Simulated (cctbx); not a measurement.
# Accept or mend?

Cell a = 8.0630 Å, b = 9.2750 Å, c = 6.3150 Å, α = 90.00°, β = 90.00°, γ = 90.00°; space group Pbam (no. 55). The compound is ErGeWSO4.

The data are simulated with cctbx, not measured: Ag Kα, λ = 0.56087 Å, to d = 0.7 Å, 80 % of the full sphere, strongest reflection 5000 counts, noise from counting, a 1.5 % proportional error and a noise floor of 15 counts (s.d.); no absorption.

An isotropic refinement with weights 1/σ² prints:

```text
Rint 0.070, 781 unique reflections to 0.70 A
cycle     R1     wR2    GooF  max shift (A)
   1  0.7438  0.9634  23.456   2.40635
  10  0.5873  0.9002  21.916   0.21253
final R1 0.5832 wR2 0.8995 GooF 21.899  parameters 20  data/parameter 39.0
atom        x        y        z      Ueq    occ   su(xyz)  su(Uiso or U11)
W1     0.50000  0.00000  0.09598   0.0215  1.000  0.00566  0.0087
Er1    0.85929  0.17036  0.50000   0.0001  1.000  0.00349  0.0049
Ge1    0.61194  0.33714  0.00000   0.0001  1.000  0.00776  0.0112
S1     0.50000  0.50000  0.08708   0.0001  1.000  0.02109  0.0221
O1    -0.40170  0.61748  0.50000   0.7426  1.000  1.08314  6.3048
O2     0.67703  0.31317  0.00000   0.6430  1.000  1.01681  3.6953
O3     0.28906  0.79238  0.46571   0.0001  1.000  0.04453  0.0603
difference map: max 257.23 min -115.09 rms 22.27
Q1    0.1378  0.8303  0.5000    4  264.84  0.02 A from Er1
Q2    0.0000  0.5000  0.2480    4  239.28  0.96 A from W1
Q3    0.2345  0.0001  0.2520    8  205.11  2.16 A from S1
Q4    0.1183  0.1636  0.0000    4  176.58  0.05 A from Ge1
Q5    0.0000  0.5000  0.3902    4  163.24  1.86 A from W1
Q6    0.1267  0.8267  0.0000    4  107.72  1.93 A from Ge1
```

Q: Accept it or mend it, and why?

Mend it. The fault: start far from the minimum. Against the right model at the same level, R1 goes from 0.0245 to 0.5832 and GooF from 0.95 to 21.90, O2 takes U = 0.64 Å², O1 takes U = 0.74 Å² and the top difference peak, 264.8 e/Å³, lies on Er1. Least squares finds the nearest minimum, not the best. The fit had not settled when the cycles ran out.

The compound is ErGeWSO4. The right model at the same level gives:

```text
Rint 0.070, 781 unique reflections to 0.70 A
cycle     R1     wR2    GooF  max shift (A)
   1  0.2326  0.3576   8.707   0.08115
   2  0.0245  0.0391   0.953   0.00023
final R1 0.0245 wR2 0.0391 GooF 0.953  parameters 20  data/parameter 39.0
atom        x        y        z      Ueq    occ   su(xyz)  su(Uiso or U11)
W1     0.50000  0.00000  0.24806   0.0043  1.000  0.00009  0.0001
Er1    0.85572  0.16819  0.50000   0.0057  1.000  0.00006  0.0001
Ge1    0.61109  0.34791  0.00000   0.0062  1.000  0.00013  0.0002
S1     0.50000  0.50000  0.20429   0.0086  1.000  0.00035  0.0004
O1     0.83179  0.44279  0.50000   0.0114  1.000  0.00107  0.0016
O2     0.84602  0.41622  0.00000   0.0102  1.000  0.00111  0.0014
O3     0.38010  0.77912  0.25008   0.0117  1.000  0.00101  0.0010
difference map: max 3.66 min -4.13 rms 0.88
Q1    0.0185  0.2428  0.5000    4    3.68  1.48 A from Er1
Q2    0.0000  0.5000  0.3623    4    3.62  0.72 A from W1
Q3    0.2310  0.5548  0.5000    4    3.29  0.51 A from O1
Q4    0.1539  0.9716  0.5000    4    3.01  1.30 A from Er1
Q5    0.0116  0.4087  0.0000    4    2.89  1.34 A from O2
Q6    0.2448  0.0871  0.0000    4    2.86  0.82 A from O2
```

This is a model crystal, built by substitution and not relaxed, with assumed displacement parameters.

[Middle refinement cycles are left out of these outputs.]

[Logs are printed without paths, hosts, clocks, repeated set-up lines and the standing remarks that a program may print on its own settings, such as how far it seeks lower states.]
